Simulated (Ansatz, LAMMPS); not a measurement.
# Structural relaxation of glassy 69SiO2-19Al2O3-6SrO-6Li2O (mol %) (106 atoms)

How does glassy 69SiO2-19Al2O3-6SrO-6Li2O (mol %) (106 atoms) relax, and what do bonds, charges and levels look like afterwards?

Calculated with Ansatz 0.2.0; Kohn-Sham DFT, RPBE, PAW (set soft_2), plane waves.

This is a report of a sequence of runs, with most program output left out.

### 1. The structure

The cell holds 106 atoms: 22 Si, 12 Al, 2 Sr, 4 Li and 66 O. Its edges and angles: a = 11.450 Å, b = 11.450 Å, c = 11.450 Å, α = 90.0°, β = 90.0°, γ = 90.0°. 106 atoms (22 Si, 12 Al, 2 Sr, 4 Li, 66 O) placed at random at 2.43 g/cm³, melted at 4000 K for 10 ps at fixed volume with the Morse and Coulomb pair potential with partial charges (Pedone, Malavasi, Menziani, Cormack and Segre, J. Phys. Chem. B 110, 11780 (2006)). Quenched from 4000 K to 300 K at 50 K/ps and fixed volume, held 5 ps.

Limits known from the start: The quench rate of 50 K/ps far exceeds what a furnace or splat quench reaches, so expect more defects and frozen-in strain than in a real sample. The network of bonds at the start is that of the classical potential that made the cell. Sampling is at Γ alone, for a cell whose shortest periodic width is 11 Å.

### 2. How the cell was made

A classical potential supplies the starting structure, since it reaches far longer times than DFT.

This step: classical MD, Morse and Coulomb pair potential with partial charges (Pedone, Malavasi, Menziani, Cormack and Segre, J. Phys. Chem. B 110, 11780 (2006)) (LAMMPS 22 Jul 2025 - Update 4).

File in.lmp:

```
# melt-quench of Si22Al12Sr2Li4O66
units metal
atom_style charge
boundary p p p
region box block 0 11.4504 0 11.4504 0 11.4504
create_box 5 box
mass 1 28.0850   # Si
mass 2 26.9815   # Al
mass 3 87.6200   # Sr
mass 4 6.9400   # Li
mass 5 15.9990   # O
create_atoms 1 random 22 341389 NULL overlap 1.5 maxtry 2000
create_atoms 2 random 12 341396 NULL overlap 1.5 maxtry 2000
create_atoms 3 random 2 341403 NULL overlap 1.5 maxtry 2000
create_atoms 4 random 4 341410 NULL overlap 1.5 maxtry 2000
create_atoms 5 random 66 341417 NULL overlap 1.5 maxtry 2000
pair_style hybrid/overlay pedone 5.5 coul/long 8.0
pair_coeff * * coul/long
pair_coeff 1 5 pedone 0.340554 2.006700 2.100000 1   # Si-O
pair_coeff 2 5 pedone 0.361581 1.900442 2.164818 0.9   # Al-O
pair_coeff 3 5 pedone 0.019623 1.886000 3.328330 3   # Sr-O
pair_coeff 4 5 pedone 0.001114 3.429506 2.681360 1   # Li-O
pair_coeff 5 5 pedone 0.042395 1.379316 3.618701 22   # O-O
set type 1 charge 2.4
set type 2 charge 1.8
set type 3 charge 1.2
set type 4 charge 0.6
set type 5 charge -1.2
kspace_style pppm 1.0e-4
neigh_modify delay 0 every 1 check yes
thermo_style custom step time temp pe press density
thermo_modify norm yes
timestep 0.002
thermo 100
# [... 15 lines left out ...]
fix md all nvt temp 4000 300 0.2
run 37000 post no
unfix md
thermo 1250
fix md all nvt temp 300 300 0.2
run 2500 post no
unfix md
write_dump all custom glass.dump id type xs ys zs modify sort id
```

Launch:

```
lmp -in in.lmp -log none -nocite
```

Wall time 18 s (1 thread of Arm Neoverse V2, shared host); peak memory 0.069 GiB.

### 3. Single point at the start

The forces at the start show how far the geometry lies from a minimum of this functional.

File input.yaml:

```yaml
crystal:
  lattice:
    - [11.4504, 0.0, 0.0]
    - [0.0, 11.4504, 0.0]
    - [0.0, 0.0, 11.4504]
  atoms:
    - { symbol: Si, position: [0.61693, 0.62177, 0.51239] }
    - { symbol: Si, position: [0.06057, 0.02505, 0.7539] }
    - { symbol: Si, position: [0.60608, 0.85744, 0.65193] }
    - { symbol: Si, position: [0.03473, 0.28686, 0.49319] }
    - { symbol: Si, position: [0.71277, 0.96197, 0.95862] }
    - { symbol: Si, position: [0.01455, 0.50935, 0.81725] }
    - { symbol: Si, position: [0.30608, 0.34669, 0.45586] }
    - { symbol: Si, position: [0.1407, 0.26472, 0.85481] }
    - { symbol: Si, position: [0.08841, 0.65503, 0.05273] }
    - { symbol: Si, position: [0.02816, 0.68604, 0.599] }
    - { symbol: Si, position: [0.95122, 0.32843, 0.23096] }
    - { symbol: Si, position: [0.87527, 0.94466, 0.4003] }
    - { symbol: Si, position: [0.29682, 0.71882, 0.55012] }
    - { symbol: Si, position: [0.27823, 0.10889, 0.32482] }
    - { symbol: Si, position: [0.44251, 0.43191, 0.14678] }
    - { symbol: Si, position: [0.89847, 0.0569, 0.14646] }
    - { symbol: Si, position: [0.09374, 0.92338, 0.00031] }
    - { symbol: Si, position: [0.43516, 0.48941, 0.64901] }
    - { symbol: Si, position: [0.77945, 0.60277, 0.89612] }
    - { symbol: Si, position: [0.79874, 0.04885, 0.64218] }
    - { symbol: Si, position: [0.3504, 0.95886, 0.12051] }
    - { symbol: Si, position: [0.1099, 0.01582, 0.50258] }
    - { symbol: Al, position: [0.19437, 0.27668, 0.13432] }
    - { symbol: Al, position: [0.555, 0.44624, 0.88907] }
    - { symbol: Al, position: [0.40632, 0.59157, 0.34113] }
    - { symbol: Al, position: [0.84317, 0.66894, 0.40353] }
    - { symbol: Al, position: [0.63647, 0.19516, 0.80916] }
    - { symbol: Al, position: [0.36502, 0.69559, 0.08984] }
    - { symbol: Al, position: [0.36322, 0.97626, 0.64266] }
    - { symbol: Al, position: [0.86534, 0.56922, 0.15114] }
    - { symbol: Al, position: [0.57045, 0.7359, 0.90125] }
    - { symbol: Al, position: [0.85403, 0.83788, 0.75748] }
    - { symbol: Al, position: [0.45577, 0.05969, 0.88006] }
    - { symbol: Al, position: [0.36615, 0.2399, 0.69471] }
    - { symbol: Sr, position: [0.77562, 0.39729, 0.66703] }
    - { symbol: Sr, position: [0.62623, 0.79001, 0.22524] }
    - { symbol: Li, position: [0.67642, 0.49742, 0.31834] }
    - { symbol: Li, position: [0.11117, 0.50387, 0.25612] }
    - { symbol: Li, position: [0.68986, 0.36886, 0.13071] }
    - { symbol: Li, position: [0.37102, 0.804, 0.78166] }
    - { symbol: O, position: [0.55278, 0.40218, 0.22441] }
    - { symbol: O, position: [0.77103, 0.0364, 0.06812] }
    - { symbol: O, position: [0.33284, 0.69932, 0.41961] }
    - { symbol: O, position: [0.87015, 0.50412, 0.8357] }
    - { symbol: O, position: [0.15898, 0.24978, 0.98888] }
    - { symbol: O, position: [0.8892, 0.98969, 0.2685] }
    - { symbol: O, position: [0.40232, 0.82864, 0.14845] }
    - { symbol: O, position: [0.07246, 0.35871, 0.18031] }
    - { symbol: O, position: [0.62848, 0.05238, 0.88678] }
    - { symbol: O, position: [0.75084, 0.59275, 0.51026] }
    - { symbol: O, position: [0.35896, 0.59933, 0.61334] }
    - { symbol: O, position: [0.32507, 0.22293, 0.38979] }
    - { symbol: O, position: [0.33455, 0.12473, 0.61578] }
    - { symbol: O, position: [0.16228, 0.70783, 0.5736] }
    - { symbol: O, position: [0.04889, 0.58462, 0.93527] }
    - { symbol: O, position: [0.47876, 0.19219, 0.79722] }
    - { symbol: O, position: [0.33582, 0.83935, 0.61562] }
    - { symbol: O, position: [0.80788, 0.82209, 0.39438] }
    - { symbol: O, position: [0.5551, 0.60878, 0.38471] }
    - { symbol: O, position: [0.73892, 0.91798, 0.67313] }
    - { symbol: O, position: [0.3748, 0.36249, 0.58553] }
    - { symbol: O, position: [0.34214, 0.46164, 0.39136] }
    - { symbol: O, position: [0.80095, 0.61272, 0.02757] }
    - { symbol: O, position: [0.85613, 0.41891, 0.18433] }
    - { symbol: O, position: [0.32786, 0.35788, 0.15196] }
    - { symbol: O, position: [0.22344, 0.65607, 0.08579] }
    - { symbol: O, position: [0.79352, 0.62949, 0.26578] }
    - { symbol: O, position: [0.63776, 0.585, 0.882] }
    - { symbol: O, position: [0.42159, 0.57682, 0.18878] }
    - { symbol: O, position: [0.64103, 0.84023, 0.99617] }
    - { symbol: O, position: [0.91513, 0.19137, 0.18683] }
    - { symbol: O, position: [0.03169, 0.57605, 0.69451] }
    - { symbol: O, position: [0.08582, 0.94615, 0.86187] }
    - { symbol: O, position: [0.61352, 0.75121, 0.56562] }
    - { symbol: O, position: [0.00825, 0.60489, 0.15834] }
    - { symbol: O, position: [0.05304, 0.78882, 0.02396] }
    - { symbol: O, position: [0.49369, 0.43675, 0.01934] }
    - { symbol: O, position: [0.00231, 0.93393, 0.4501] }
    [... 22 atom lines left out ...]
    - { symbol: O, position: [0.00155, 0.99951, 0.06873] }
    - { symbol: O, position: [0.465, 0.45589, 0.77378] }
    - { symbol: O, position: [0.55836, 0.5232, 0.59334] }
    - { symbol: O, position: [0.81217, 0.03709, 0.50591] }
    - { symbol: O, position: [0.8176, 0.91946, 0.88721] }
    - { symbol: O, position: [0.65812, 0.3296, 0.85452] }
kpoints:
  mp_grid: { grid: [1, 1, 1] }
hamiltonian:
  xc: rpbe
scf:
  occupations: { method: fermi_dirac, width: 0.05 }
output:
  forces: true
  stress: true
  populations: true
  dos:
    method: { smearing: { sigma: 0.15 } }
    de: 0.1
    projected: { site_lists: { Al: [Al], Li: [Li], O: [O], Si: [Si], Sr: [Sr] } }
  eigenvalues: true
```

Launch:

```
ansatz run input.yaml --threads 4 --pin off --max-ram 8192MiB --backend cpu --events-out ev --progress --plain --runs-dir out
```

The job ended after 23 s (4 threads of Arm Neoverse V2, shared host; peak memory 1.9 GiB).

Numbers from this run:

```
free energy                                      : -66148.4153 eV
free energy per atom                             : -624.0417 eV/atom
SCF cycles                                       : 9
pressure                                         : 8.641 GPa
r.m.s. force component                           : 1.337 eV/Å
longest force                                    : 5.686 eV/Å
Fermi energy                                     : 5.088 eV
gap (highest filled to lowest empty level) : 3.115 eV
spilling of the projection                       : 0.0119
```

The r.m.s. force component of 1.3 eV/Å and the pressure of 8.6 GPa set the starting point.

Neighbours are counted within 2.12 Å (O-Si), 2.19 Å (O-Al), 2.33 Å (O-Li), 3.23 Å (O-Sr).

Length of the force by element and coordination:

| element | coordination | atoms | mean length of the force (eV/Å) | spread | least | most |
| --- | --- | --- | --- | --- | --- | --- |
| Al | all | 12 | 1.92 | 1.26 | 0.789 | 5.52 |
| Li | all | 4 | 0.569 | 0.212 | 0.227 | 0.757 |
| Li | 2 | 2 | 0.393 | 0.166 | 0.227 | 0.558 |
| Li | 3 | 2 | 0.745 | 0.0116 | 0.734 | 0.757 |
| O | all | 66 | 2.02 | 1.04 | 0.452 | 5.69 |
| O | 2 | 43 | 1.98 | 1.11 | 0.452 | 5.69 |
| O | 3 | 21 | 2.13 | 0.928 | 1.02 | 4.83 |
| O | 4 | 2 | 1.53 | 0.309 | 1.22 | 1.84 |
| Si | all | 22 | 2.45 | 1.14 | 0.803 | 5.55 |
| Sr | all | 2 | 1.00 | 0.449 | 0.552 | 1.45 |
| Sr | 5 | 1 | 0.552 | 0 | 0.552 | 0.552 |
| Sr | 6 | 1 | 1.45 | 0 | 1.45 | 1.45 |

### 4. Relaxation

With the cell held, the atoms are moved downhill towards a nearby minimum.

input.yaml, the sections that differ from step 3:

```yaml
output:
  forces: true
relax:
  f_tol: 0.03
  max_steps: 200
# crystal, kpoints, hamiltonian, scf: as in step 3
```

Wall time 5.6 min (4 threads); peak memory 1.9 GiB; 21 min of CPU time.

The steps of the relaxation (22 of 33):

| step | energy less that of the first step (eV) | largest force component (eV/Å) |
| --- | --- | --- |
| 1 | 0.0000 | 4.7914 |
| 3 | -7.9818 | 0.9084 |
| 4 | -8.4594 | 0.6799 |
| 6 | -8.8513 | 0.2527 |
| 7 | -9.0178 | 0.2968 |
| 9 | -9.1699 | 0.2706 |
| 10 | -9.2189 | 0.1550 |
| 12 | -9.2665 | 0.1056 |
| 13 | -9.2807 | 0.1153 |
| 15 | -9.2959 | 0.0911 |
| 16 | -9.3018 | 0.0860 |
| 18 | -9.3148 | 0.1099 |
| 19 | -9.3219 | 0.0962 |
| 21 | -9.3342 | 0.0912 |
| 22 | -9.3411 | 0.0676 |
| 24 | -9.3506 | 0.0547 |
| 25 | -9.3540 | 0.0648 |
| 27 | -9.3387 | 0.2963 |
| 28 | -9.3680 | 0.0236 |
| 30 | -9.3715 | 0.0975 |
| 31 | -9.3717 | 0.0829 |
| 33 | -9.3740 | 0.0254 |

Relaxation step 27 was tried and not accepted.

The atoms that moved most (Å):

| atom | dx | dy | dz | length |
| --- | --- | --- | --- | --- |
| Li38 | 0.595 | -0.087 | -0.979 | 1.149 |
| O71 | -0.592 | 0.169 | -0.351 | 0.709 |
| Li39 | 0.069 | -0.552 | 0.244 | 0.607 |
| O42 | -0.155 | -0.379 | 0.428 | 0.592 |
| O55 | -0.088 | 0.445 | -0.271 | 0.529 |
| Li37 | -0.188 | 0.079 | -0.454 | 0.497 |
| O81 | -0.072 | 0.107 | 0.468 | 0.486 |
| O87 | -0.319 | 0.124 | 0.306 | 0.459 |

The relaxation changed the energy by -88.4 meV/atom, and atoms moved by 0.31 Å r.m.s., 1.1 Å at most.

### 5. Distances and neighbours after relaxation

Bonds before and after, by the cutoffs listed below:

| pair | bonds before | bonds after | mean before (Å) | mean after (Å) | spread before (Å) | spread after (Å) |
| --- | --- | --- | --- | --- | --- | --- |
| O-Si | 88 | 88 | 1.616 | 1.643 | 0.053 | 0.034 |
| O-Al | 48 | 49 | 1.758 | 1.801 | 0.082 | 0.086 |
| O-Li | 11 | 15 | 2.068 | 2.110 | 0.132 | 0.161 |
| O-Sr | 11 | 12 | 2.746 | 2.739 | 0.158 | 0.211 |

Density 2.43 g/cm³, 14.16 Å³ an atom.

g(r), total and by pair (bins of 0.2 Å):

| r (Å) | total | O-O | O-Si | O-Al | O-Li | O-Sr | Si-Si |
| --- | --- | --- | --- | --- | --- | --- | --- |
| 1.50 | 0.21 | 0.00 | 0.83 | 0.00 | 0.00 | 0.00 | 0.00 |
| 1.70 | 4.25 | 0.00 | 12.57 | 7.15 | 0.00 | 0.00 | 0.00 |
| 1.90 | 0.64 | 0.00 | 0.00 | 3.96 | 1.83 | 0.00 | 0.00 |
| 2.10 | 0.25 | 0.00 | 0.00 | 0.34 | 4.24 | 0.00 | 0.00 |
| 2.30 | 0.14 | 0.05 | 0.00 | 0.29 | 1.27 | 0.92 | 0.00 |
| 2.50 | 0.33 | 0.68 | 0.00 | 0.00 | 0.39 | 1.36 | 0.00 |
| 2.70 | 2.13 | 5.09 | 0.00 | 0.00 | 0.29 | 2.42 | 0.00 |
| 2.90 | 0.93 | 1.69 | 0.10 | 0.18 | 0.26 | 2.19 | 1.43 |
| 3.10 | 0.92 | 0.79 | 0.34 | 0.15 | 0.47 | 0.49 | 4.85 |
| 3.30 | 0.84 | 0.73 | 0.56 | 0.63 | 0.61 | 0.00 | 0.94 |
| 3.50 | 0.78 | 0.45 | 1.08 | 1.23 | 0.91 | 0.35 | 0.00 |
| 3.70 | 0.90 | 0.50 | 1.54 | 1.09 | 1.14 | 1.30 | 0.00 |
| 3.90 | 1.00 | 0.58 | 1.48 | 1.54 | 1.18 | 0.89 | 0.96 |
| 4.10 | 1.23 | 0.60 | 2.00 | 1.94 | 1.34 | 1.33 | 0.44 |
| 4.30 | 1.29 | 0.83 | 1.89 | 1.92 | 1.33 | 0.98 | 1.33 |
| 4.50 | 0.88 | 0.95 | 0.64 | 1.05 | 1.54 | 1.33 | 0.85 |
| 4.70 | 0.93 | 1.18 | 0.69 | 0.52 | 0.92 | 0.60 | 1.12 |
| 4.90 | 1.03 | 1.45 | 0.55 | 0.59 | 1.22 | 1.51 | 1.53 |
| 5.10 | 1.08 | 1.58 | 0.63 | 0.47 | 0.53 | 1.23 | 1.60 |
| 5.30 | 1.13 | 1.25 | 0.98 | 1.05 | 0.73 | 1.46 | 0.96 |
| 5.50 | 0.90 | 1.06 | 0.88 | 0.80 | 0.67 | 1.19 | 0.89 |

Bonds by pair of elements; cutoffs follow the first minimum of g(r), held within bounds set by covalent radii, and pairs that aren't listed don't count as bonded:

| pair A-B | cutoff (Å) | bonds | mean length (Å) | spread (Å) | shortest (Å) | B about A | A about B |
| --- | --- | --- | --- | --- | --- | --- | --- |
| O-Si | 2.12 | 88 | 1.64 | 0.034 | 1.58 | 1.33 | 4 |
| O-Al | 2.19 | 49 | 1.80 | 0.086 | 1.71 | 0.742 | 4.08 |
| O-Li | 2.58 | 15 | 2.11 | 0.161 | 1.90 | 0.227 | 3.75 |
| O-Sr | 3.05 | 12 | 2.74 | 0.211 | 2.21 | 0.182 | 6 |

How many atoms have how many bonded neighbours:

| element | mean | 2 | 3 | 4 | 5 | 6 |
| --- | --- | --- | --- | --- | --- | --- |
| Al | 4.08 | 0 | 0 | 11 | 1 | 0 |
| Li | 3.75 | 0 | 1 | 3 | 0 | 0 |
| O | 2.48 | 37 | 26 | 3 | 0 | 0 |
| Si | 4 | 0 | 0 | 22 | 0 | 0 |
| Sr | 6 | 0 | 0 | 0 | 0 | 2 |

Bond angles, per cent of each kind in bins of 5°:

| angle (°) | O-Si-O | O-Al-O | Al-O-Si | O-Sr-O | Si-O-Si |
| --- | --- | --- | --- | --- | --- |
| 50–55 | 0.0 | 0.0 | 0.0 | 3.3 | 0.0 |
| 55–60 | 0.0 | 0.0 | 0.0 | 10.0 | 0.0 |
| 60–65 | 0.0 | 0.0 | 0.0 | 0.0 | 0.0 |
| 65–70 | 0.0 | 0.0 | 0.0 | 6.7 | 0.0 |
| 70–75 | 0.0 | 1.3 | 0.0 | 3.3 | 0.0 |
| 75–80 | 0.0 | 0.0 | 0.0 | 0.0 | 0.0 |
| 80–85 | 0.0 | 1.3 | 0.0 | 3.3 | 0.0 |
| 85–90 | 0.0 | 4.0 | 2.6 | 10.0 | 0.0 |
| 90–95 | 2.3 | 6.6 | 0.0 | 10.0 | 0.0 |
| 95–100 | 1.5 | 13.2 | 2.6 | 3.3 | 0.0 |
| 100–105 | 11.4 | 18.4 | 5.3 | 6.7 | 0.0 |
| 105–110 | 41.7 | 17.1 | 0.0 | 6.7 | 0.0 |
| 110–115 | 31.1 | 9.2 | 5.3 | 6.7 | 0.0 |
| 115–120 | 9.8 | 13.2 | 5.3 | 0.0 | 0.0 |
| 120–125 | 1.5 | 2.6 | 7.9 | 0.0 | 7.1 |
| 125–130 | 0.8 | 5.3 | 15.8 | 6.7 | 14.3 |
| 130–135 | 0.0 | 2.6 | 7.9 | 0.0 | 17.9 |
| 135–140 | 0.0 | 1.3 | 13.2 | 10.0 | 10.7 |
| 140–145 | 0.0 | 1.3 | 10.5 | 3.3 | 3.6 |
| 145–150 | 0.0 | 1.3 | 2.6 | 3.3 | 7.1 |
| 150–155 | 0.0 | 0.0 | 7.9 | 3.3 | 28.6 |
| 155–160 | 0.0 | 0.0 | 5.3 | 0.0 | 3.6 |
| 160–165 | 0.0 | 0.0 | 2.6 | 0.0 | 0.0 |
| 165–170 | 0.0 | 1.3 | 5.3 | 0.0 | 0.0 |
| 170–175 | 0.0 | 0.0 | 0.0 | 3.3 | 3.6 |
| 175–180 | 0.0 | 0.0 | 0.0 | 0.0 | 3.6 |

Bond angles (no mean is given where the spread exceeds 20°):

| angle | count | mean (°) | spread (°) |
| --- | --- | --- | --- |
| O-Si-O | 132 | 109 | 5.3 |
| O-Al-O | 76 | 109 | 14.8 |
| Al-O-Si | 38 | 133 | 18.9 |
| O-Sr-O | 30 | - | - |
| Si-O-Si | 28 | 143 | 14 |

Oxygen atoms by the number of network formers (Si, P, Ge, B, Al, As, Ga) bound to them:

| network formers bound to O | O atoms | per cent |
| --- | --- | --- |
| 0 | 0 | 0 |
| 1 | 2 | 3 |
| 2 | 57 | 86.4 |
| 3 | 7 | 10.6 |

Network units: each former by its oxygen neighbours and how many of them bridge to another former:

| former | O neighbours | bridging O | atoms |
| --- | --- | --- | --- |
| Si | 4 | 3 | 2 |
| Si | 4 | 4 | 20 |
| Al | 4 | 4 | 11 |
| Al | 5 | 5 | 1 |

Bond length by coordination (bonds to H left out):

| element | coordination | atoms | mean bond length (Å) |
| --- | --- | --- | --- |
| Al | 4 | 11 | 1.79 |
| Al | 5 | 1 | 1.90 |
| Li | 3 | 1 | 2.10 |
| Li | 4 | 3 | 2.11 |
| O | 2 | 37 | 1.66 |
| O | 3 | 26 | 1.92 |
| O | 4 | 3 | 2.05 |

Rings of the network by King's shortest-path rule, up to 12 atoms, one path for each pair of neighbours; H, halogens, alkali and alkaline-earth atoms are left out, and the last column divides by all other atoms, bonded or not:

| ring size (atoms) | rings | per network atom |
| --- | --- | --- |
| 4 | 2 | 0.02 |
| 6 | 3 | 0.03 |
| 8 | 15 | 0.15 |
| 10 | 18 | 0.18 |
| 12 | 25 | 0.25 |

With the cutoffs above, 92 % of Al atoms have 4, 75 % of Li atoms have 4, 56 % of O atoms have 2 and all Si atoms have 4 bonded neighbours. The O-Si-O angle averages 109° with a spread of 5°. 86 % of the oxygens bridge two formers (Si and Al) and 3 % are non-bridging; 11 % join three. The commonest Si unit has 4 oxygens, 4 of them shared with other formers (20 of 22 atoms). Rings of 12 atoms are the most common (40 % of those counted); sizes run from 4 to 12, where the search stops.

(Continued in part 2 of 2.)

[Logs are printed without paths, hosts, clocks, repeated set-up lines and the standing remarks that a program may print on its own settings, such as how far it seeks lower states.]

[Hosts, paths, dates, database ids (printed as entryN), source tags and the programs' standing remarks are cut or masked in the printed files.]
